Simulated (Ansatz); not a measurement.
# Changed inputs in constrained RPA: KRuO3 (cubic perovskite) (Pm-3m), part 2 of 2

Wanted: the sensitivity and cost of U and J for KRuO3 (cubic perovskite) (Pm-3m).

Ansatz 0.2.0; constrained RPA on LDA, plane waves, PAW.

So far. Step 4 (Changed: 2×2×2 mesh): On the Ru d shell, screening brings the on-site interaction from 17.5 eV down to U = 9.02 eV. Step 6 (Changed: accuracy low): On the Ru d shell, screening brings the on-site interaction from 17.4 eV down to U = 8.99 eV.

The structure was built from a prototype and need not be the compound's stable phase.

**7. Changed: orbitals of another atom**

input.yaml

```yaml
crystal:
  lattice:
    - [0.0, -3.81486053, 0.0]
    - [0.0, 0.0, 3.81486053]
    - [-3.81486053, 0.0, 0.0]
  atoms:
    - { symbol: K, position: [0.0, 0.0, 0.0] }
    - { symbol: Ru, position: [0.5, 0.5, 0.5] }
    - { symbol: O, position: [0.5, 0.5, 0.0] }
    - { symbol: O, position: [0.5, 0.0, 0.5] }
    - { symbol: O, position: [0.0, 0.5, 0.5] }
kpoints:
  mp_grid: { grid: [6, 6, 6] }
hamiltonian:
  xc: lda
scf:
  occupations: { method: gaussian, width: 0.08 }
  n_extra_bands: 19
  max_iter: 150
  lower_state_search: "off"
output:
  crpa:
    kmesh: [4, 4, 4]
    target_bands: [v11, c3]
    projections: [{ species: O, l: p }]
```

Started as:

```
$ ansatz run input.yaml --threads 4 --pin off --max-ram 9216MiB --backend cpu --events-out ev --progress --plain --runs-dir out
```

Numbers of over 12 decimals in the logs are rounded to 6 here.

The program printed:

```text
Error: invalid value for `output.crpa.projections`: 9 orbital(s) selected but the target window spans 14 band(s); name one orbital per band of it
```

It took 0.09 s on 4 threads of Intel Xeon 6975P-C (Granite Rapids), shared host; peak memory 0.1 GiB.

The input was rejected at the start.

The program's message: “Error: invalid value for `output.crpa.projections`: 9 orbital(s) selected but the target window spans 14 band(s); name one orbital per band of it”

The fault put into this input: trial orbitals that do not match the target bands.

**8. Changed: r2SCAN**

This step: constrained RPA on r2SCAN, plane waves, PAW.

input.yaml: that of step 7 with these lines changed.

```diff
@@ -14,3 +14,3 @@
 hamiltonian:
-  xc: lda
+  xc: r2scan
 scf:
@@ -24,2 +24,2 @@
     target_bands: [v11, c3]
-    projections: [{ species: O, l: p }]
+    projections: [{ species: Ru, l: d, shell: 4 }, { species: O, l: p, shell: 2 }]
```

The program printed:

```text
[...]
Crystal: 5 atoms, lattice volume = 55.518 Å³
Basis set: ecut = 500 eV, 1365 PW (Γ), exchange–correlation on 120×120×120 points (64 copies of the dense FFT grid, shifted against one another)
Bands: 41, of which v1, the nominal top of the filled ones, is band 22 counted from 1 (21 counted from 0)
Symmetry: 48 space group operations
[...]
k-points: 20 of 216
[...]
screened: U = 9.5355 eV, U' = 7.9924 eV, J = 0.7822 eV
      screened, to within: U = 1.8e-2 eV, U' = 1.8e-2 eV, J = 1.3e-3 eV
      bare: V = 19.8895 eV, V' = 17.9666 eV, J = 0.9712 eV
    Site 4, 2P, 3 of 3 p orbitals (Wannier functions 12, 13, 14; wannier90's mr 1, 2, 3):
      screened: U = 9.5355 eV, U' = 7.9924 eV, J = 0.7822 eV
      screened, to within: U = 1.8e-2 eV, U' = 1.8e-2 eV, J = 1.3e-3 eV
      bare: V = 19.8895 eV, V' = 17.9666 eV, J = 0.9712 eV
[...]
[key lines of the parts left out:]
SCF converged after 7 iterations
Free energy (F): -9137.566292 eV
Fermi energy:    11.224781 eV
```

The job ended after 1.9 min (4 threads; peak memory 0.9 GiB; 7.3 min of CPU time).

This step gave:

```yaml
u: 9.594 eV
u_prime_inter_orbital: 8.503 eV
j: 0.5447 eV
bare_v: 17.59 eV
bare_j: 0.6875 eV
stated_bound_on_u: 0.01780 eV
u_over_bare_v: 0.5453
electrons_in_the_window: 21
head_of_the_constrained_inverse_dielectric_matrix: 0.4566
least_eigenvalue_of_the_projection_s_overlap: 0.7637
target_functions: 14
bands_in_the_sums: 50
width_of_the_target_bands: 15.89 eV
weight_of_the_projected_orbitals_in_the_window: 0.9473
```

On the Ru d shell, screening brings the on-site interaction from 17.6 eV down to U = 9.59 eV.

**9. Changed: potentials**

This step: constrained RPA on LDA, plane waves, norm-conserving pseudopotentials.

input.yaml: that of step 8 with these lines changed.

```diff
@@ -14,3 +14,4 @@
 hamiltonian:
-  xc: r2scan
+  xc: lda
+  pseudopotentials: { kind: nc }
 scf:
```

The program printed:

```text
[...]
Crystal: 5 atoms, lattice volume = 55.518 Å³
Basis set: ecut = 1197.300995 eV, 5185 PW (Γ)
Bands: 41, of which v1, the nominal top of the filled ones, is band 22 counted from 1 (21 counted from 0)
Symmetry: 48 space group operations
[...]
k-points: 20 of 216
[...]
screened: U = 8.9438 eV, U' = 7.4317 eV, J = 0.7649 eV
      screened, to within: U = 1.5e-2 eV, U' = 1.5e-2 eV, J = 1.3e-3 eV
      bare: V = 19.8112 eV, V' = 17.9059 eV, J = 0.9600 eV
    Site 4, 2P, 3 of 3 p orbitals (Wannier functions 12, 13, 14; wannier90's mr 1, 2, 3):
      screened: U = 8.9438 eV, U' = 7.4317 eV, J = 0.7649 eV
      screened, to within: U = 1.5e-2 eV, U' = 1.5e-2 eV, J = 1.3e-3 eV
      bare: V = 19.8112 eV, V' = 17.9059 eV, J = 0.9600 eV
[...]
[key lines of the parts left out:]
SCF converged after 10 iterations
Free energy (F): -4913.660609 eV
Fermi energy:    11.270604 eV
```

It took 5.9 min on 4 threads; peak memory 1.5 GiB; 23 min of CPU time.

This step gave:

| Quantity | Value |
| --- | --- |
| U | 9.056 eV |
| U prime (inter-orbital) | 7.993 eV |
| J | 0.5274 eV |
| bare V | 17.37 eV |
| bare J | 0.6728 eV |
| stated bound on U | 0.01698 eV |
| U over bare V | 0.5213 |
| electrons in the window | 21 |
| head of the constrained inverse dielectric matrix | 0.4283 |
| least eigenvalue of the projection's overlap | 0.7458 |
| target functions | 14 |
| bands in the sums | 50 |
| width of the target bands | 15.23 eV |
| weight of the projected orbitals in the window | 0.9429 |

On the Ru d shell, screening brings the on-site interaction from 17.4 eV down to U = 9.06 eV.

**10. Side by side**

Times are wall times on 4 threads of Intel Xeon 6975P-C (Granite Rapids), shared host, good to a factor of about two.

```csv
run,bare V (eV),U (eV),J (eV),bound on U (eV),width (eV),time
target window,17.36,9.030,0.530,0.0158,15.24,77 s
6×6×6 mesh,17.35,9.046,0.530,0.0162,15.24,10 min
2×2×2 mesh,17.53,9.017,0.535,0.0142,15.24,6.7 s
accuracy low,17.36,8.992,0.529,0.1787,15.24,34 s
r2SCAN,17.59,9.594,0.545,0.0178,15.89,1.9 min
potentials,17.37,9.056,0.527,0.0170,15.23,5.9 min
```

**11. Summary of results**

| Item | Value |
| --- | --- |
| target window | U 9.03 eV, J 0.53 eV |
| 6×6×6 mesh | U 9.05 eV, J 0.53 eV |
| 2×2×2 mesh | U 9.02 eV, J 0.53 eV |
| accuracy low | U 8.99 eV, J 0.53 eV |
| r2SCAN | U 9.59 eV, J 0.54 eV |
| potentials | U 9.06 eV, J 0.53 eV |

6×6×6 mesh moves U by +0.02 eV (within the solver's bounds, for the mean over orbitals) at 7.8 times the time. 2×2×2 mesh moves U by −0.01 eV (within the solver's bounds, for the mean over orbitals) at 0.087 times the time. Accuracy low moves U by −0.04 eV (within the solver's bounds, for the mean over orbitals) at 0.44 times the time. r2SCAN moves U by +0.56 eV. Potentials moves U by +0.03 eV (within the solver's bounds, for the mean over orbitals) at 4.6 times the time. The printed bound covers the solver alone, not the mesh. The parent state is non-magnetic and the interaction static (zero frequency); U depends on the window and the orbitals, so it belongs to this model alone. A window that holds the anion p bands defines a model with explicit ligands; its U belongs to that model and is not the U of DFT+U.

[Paths, hosts, dates, memory and timing lines, banners, echoed tables and standing remarks are left out of the program output.]

[Logs are printed without paths, hosts, clocks, repeated set-up lines and the standing remarks that a program may print on its own settings, such as how far it seeks lower states.]

[Runs of the session that timed out or met a known fault of the program may be left out.]

[Hosts, paths, dates, database ids (printed as entryN), source tags and the programs' standing remarks are cut or masked in the printed files.]
